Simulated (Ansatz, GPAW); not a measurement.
# Polarising antimonene monolayer with a field along the normal

The dipole of the cell at several fields, atoms fixed. What does the strongest field give, and what length does the slope stand for?

Set-up. GPAW 26.7.0, plane waves (400 eV), PAW setups, PBE, 9×9 mesh, a dipole layer in the vacuum; geometry relaxed without an applied field with Ansatz 0.2.0. The cell's area is 14.72 Å², and e/ε0 = 180.95 V Å.

The runs, one held back:

| field (V/Å) | dipole (e Å) |
| --- | --- |
| −0.2 | −0.0736 |
| −0.1 | −0.0368 |
| −0.05 | −0.0184 |
| 0.05 | 0.0184 |
| 0.1 | 0.0368 |
| 0.2 | 0.0736 |
| 0.3 | ? |

To predict: What is the dipole at 0.3 V/Å?

A: A line through the 6 points has the slope α = 0.368 e Å per V/Å and the intercept p₀ = 0.0000 e Å (r.m.s. residual 9.1e−18). At 0.3 V/Å it gives p = 0.0000 + 0.368 × 0.3 = 0.1104 e Å; the run gives 0.1105 e Å, so the response stays linear to 0.1 % of the induced part. Dividing by ε0 and the area: α/(ε0 A) = 0.368 × 180.95 / 14.72 = 4.52 Å, against 1.63 Å between the outer nuclei. For a gapped layer this length is t(1 − 1/ε), so it fixes ε only once a thickness t is chosen.

**Limits.** This is the electronic response alone; ions that move would add to it in polar layers. No run was spin-polarised, so magnetic states weren't tested. Spin-orbit coupling is left out, which matters for the heavier atoms here.
